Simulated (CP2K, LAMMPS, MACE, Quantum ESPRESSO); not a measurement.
# A frame of liquid mixture of tetramethylsilane and dimethyl sulfoxide from 300 K (95 atoms) in motion: DFT against a learned potential

CP2K double zeta and MACE MPA-0 medium each move the atoms of a frame of liquid mixture of tetramethylsilane and dimethyl sulfoxide from 300 K (95 atoms) from one start, with a target of 300 K. Do they give the same energy flow, motion and local order?

These are calculated values.

**1. The cell**

The cell holds 95 atoms (22 C, 5 Si, 66 H, 1 S and 1 O), with edges of 10.76, 10.76 and 10.76 Å. Recipe: 5 tetramethylsilane, 1 dimethyl sulfoxide placed at random, at 0.693 g/cm³; overlaps pushed apart, then 10 ps at 450 K with MMFF94 bonds, angles, torsions, charges and radii (Halgren, J. Comput. Chem. 17, 490 (1996)) in harmonic and 12-6 forms. Snapshot after 20 ps at 300 K and fixed volume.

**2. Inputs**

CP2K 2026.2: Kohn-Sham DFT, PBE+D3(BJ), GTH-PBE pseudopotentials, Gaussian and plane waves, DZVP-MOLOPT-SR-GTH, orbital transformation. Its input for the dynamics:

```
&GLOBAL
  PROJECT cell
  RUN_TYPE MD
  PRINT_LEVEL LOW
&END GLOBAL
&MOTION
  &MD
    ENSEMBLE NVT
    STEPS 363
    TIMESTEP 0.5
    TEMPERATURE 300
    &THERMOSTAT
      TYPE CSVR
      &CSVR
        TIMECON 100
      &END CSVR
    &END THERMOSTAT
  &END MD
  &PRINT
    &TRAJECTORY
    &END TRAJECTORY
    &FORCES ON
    &END FORCES
    &RESTART OFF
    &END RESTART
    &RESTART_HISTORY OFF
    &END RESTART_HISTORY
  &END PRINT
&END MOTION
&FORCE_EVAL
  METHOD QS
  &DFT
    BASIS_SET_FILE_NAME BASIS_MOLOPT
    POTENTIAL_FILE_NAME GTH_POTENTIALS
    &MGRID
      CUTOFF 480
      REL_CUTOFF 50
    &END MGRID
    &QS
      EPS_DEFAULT 1.0E-11
      EXTRAPOLATION ASPC
    &END QS
    &SCF
      SCF_GUESS ATOMIC
      EPS_SCF 1.0E-06
      MAX_SCF 30
      &OT
        MINIMIZER DIIS
        PRECONDITIONER FULL_ALL
        ENERGY_GAP 0.001
      &END OT
      &OUTER_SCF
        EPS_SCF 1.0E-06
        MAX_SCF 8
      &END OUTER_SCF
      &PRINT
        &RESTART OFF
        &END RESTART
        &PROGRAM_RUN_INFO
          &EACH
            MD 20
          &END EACH
        &END PROGRAM_RUN_INFO
      &END PRINT
    &END SCF
    &XC
      &XC_FUNCTIONAL PBE
      &END XC_FUNCTIONAL
      &VDW_POTENTIAL
        POTENTIAL_TYPE PAIR_POTENTIAL
        &PAIR_POTENTIAL
          TYPE DFTD3(BJ)
          PARAMETER_FILE_NAME dftd3.dat
          REFERENCE_FUNCTIONAL PBE
        &END PAIR_POTENTIAL
      &END VDW_POTENTIAL
    &END XC
    &PRINT
      &MULLIKEN OFF
      &END MULLIKEN
    &END PRINT
  &END DFT
  &SUBSYS
    &CELL
      A 10.75553 0.00000 0.00000
      B 0.00000 10.75553 0.00000
      C 0.00000 0.00000 10.75553
    &END CELL
    &TOPOLOGY
      COORD_FILE_NAME structure.xyz
      COORD_FILE_FORMAT XYZ
    &END TOPOLOGY
    &KIND C
      BASIS_SET DZVP-MOLOPT-SR-GTH-q4
      POTENTIAL GTH-PBE-q4
    &END KIND
    &KIND Si
      BASIS_SET DZVP-MOLOPT-SR-GTH-q4
      POTENTIAL GTH-PBE-q4
    &END KIND
    &KIND H
      BASIS_SET DZVP-MOLOPT-SR-GTH-q1
      POTENTIAL GTH-PBE-q1
    &END KIND
    &KIND S
      BASIS_SET DZVP-MOLOPT-SR-GTH-q6
      POTENTIAL GTH-PBE-q6
    &END KIND
    &KIND O
      BASIS_SET DZVP-MOLOPT-SR-GTH-q6
      POTENTIAL GTH-PBE-q6
    &END KIND
  &END SUBSYS
&END FORCE_EVAL
```

Wall time 70 min (4 MPI ranks of Arm Neoverse V2, shared host); peak memory 2.2 GiB.

MACE MPA-0 medium: machine-learned interatomic potential MACE MPA-0 medium, trained on PBE(+U) plane-wave data. Its input for the dynamics:

```
import numpy as np
from ase.io import read
from ase import units
from ase.md.langevin import Langevin
from ase.md.velocitydistribution import MaxwellBoltzmannDistribution
import mlip  # loads the published weights by name

atoms = read("structure.xyz")
atoms.calc = mlip.calc("mace-mpa-0-medium")
MaxwellBoltzmannDistribution(atoms, temperature_K=300, rng=np.random.default_rng(654))
dyn = Langevin(atoms, 0.5 * units.fs, temperature_K=300, friction=0.01 / units.fs, trajectory="path.traj", logfile="-", rng=np.random.default_rng(654 + 1000))
dyn.run(363)
print("finished")
```

The job ended after 9.3 min (4 threads of Arm Neoverse V2, shared host; peak memory 1.2 GiB).

Plane waves (Quantum ESPRESSO, PBE+D3(BJ); plane waves, SSSP efficiency, 60/480 Ry; k-points Γ) solve the start and the last frame of CP2K double zeta; at the start the r.m.s. force component is 0.82 eV/Å.

**3. The runs over their common span**

Both are read over the first 182 fs; means are over the second half of that span, and energies are each method's own, less its value at the start. CPU times are for whole runs on a shared host and are rough.

```
           method  thermostat  time step (fs)  whole run (fs)  mean T (K)  r.m.s. swing (K)  mean potential energy (meV/atom)  last quarter less third (meV/atom)  CPU time
 CP2K double zeta        CSVR             0.5             182         283                25                              -5.1                                 1.2     4.7 h
MACE MPA-0 medium    Langevin             0.5             182         324                23                               2.9                                -1.1    11 min
```

Sampled along the way:

| time (fs) | T (K), CP2K double zeta | E (meV/atom), CP2K double zeta | T (K), MACE MPA-0 medium | E (meV/atom), MACE MPA-0 medium |
| --- | --- | --- | --- | --- |
| 0 | 300 | 0.0 | 303 | 0.0 |
| 30 | 268 | 0.7 | 290 | 4.6 |
| 60 | 286 | -0.2 | 310 | 5.7 |
| 90 | 285 | -3.5 | 370 | -1.4 |
| 121 | 247 | -2.7 | 299 | 7.4 |
| 151 | 294 | -4.1 | 322 | 2.1 |
| 182 | 317 | -9.0 | 298 | 6.0 |

**4. Motion and local order**

Mean square displacement from the start to 182 fs, in Å², with the drift of the whole cell taken off:

| method | H | C | Si | S | farthest move (Å) |
| --- | --- | --- | --- | --- | --- |
| CP2K double zeta | 0.722 | 0.269 | 0.117 | 0.657 | 2.06 |
| MACE MPA-0 medium | 0.905 | 0.332 | 0.203 | 0.209 | 1.69 |

Bonds by one set of cutoffs taken from the start, with their mean length; rows of the runs are means over 16 frames of the second half:

| geometry | H-C (under 1.34 Å) | Si-C (under 2.27 Å) | C-S (under 2.21 Å) | O-S (under 1.93 Å) |
| --- | --- | --- | --- | --- |
| start | 66 at 1.10 Å | 20 at 1.83 Å | 2 at 1.81 Å | 1 at 1.50 Å |
| CP2K double zeta | 66 at 1.10 Å | 20 at 1.89 Å | 2 at 1.83 Å | 1 at 1.51 Å |
| MACE MPA-0 medium | 66 at 1.10 Å | 20 at 1.89 Å | 2 at 1.82 Å | 1 at 1.50 Å |

**5. The last frame, checked with plane waves**

```
energy less the start's, plane waves           : -9.0 meV/atom
energy less the start's, CP2K double zeta      : -9.0 meV/atom
r.m.s. force component, plane waves            : 0.598 eV/Å
r.m.s. difference of CP2K double zeta's forces : 0.033 eV/Å
pressure, without the kinetic term             : 0.66 GPa
Kohn-Sham gap                                  : 3.90 eV
```

**6. Findings**

Over the second half the temperature averages 283 K with CP2K double zeta and 324 K with MACE MPA-0 medium, for a target of 300 K. The potential energy stands -5 and 3 meV/atom from the start's. Atoms move about as far in both (0.61 and 0.73 Å² on average).

The mean H-C bond is 1.10 Å with CP2K double zeta and 1.10 Å with MACE MPA-0 medium, and they count 66 and 66 such bonds, from 66 at the start. From start to last frame CP2K double zeta puts the energy change at -9.0 meV/atom and plane waves at -9.0; its forces there differ by 5.6 % of the plane-wave r.m.s. force.

Caveats: A span of 0.18 ps shows vibrations and the first relaxation, not diffusion or slow rearrangement. The runs start with unlike random velocities and use unlike thermostats, so single moves aren't comparable, only averages. The learned potential has no dispersion term, which the DFT runs have. The reference samples only Γ, in a cell whose shortest periodic width is 11 Å. The plane-wave runs aren't exact: their cutoffs and mesh weren't converged further here. Where levels are smeared, the DFT runs use Fermi–Dirac occupations at 580 K (0.05 eV), and energies are free energies.

[Logs are printed without paths, hosts, clocks, repeated set-up lines and the standing remarks that a program may print on its own settings, such as how far it seeks lower states.]

[Hosts, paths, dates, database ids (printed as entryN), source tags and the programs' standing remarks are cut or masked in the printed files.]

[The MMFF94 radii named for the starting cell were scaled by 0.96; in molecules described by MMFF94, hydrogen bound to N, O or S took a small fixed 12-6 site in their place.]
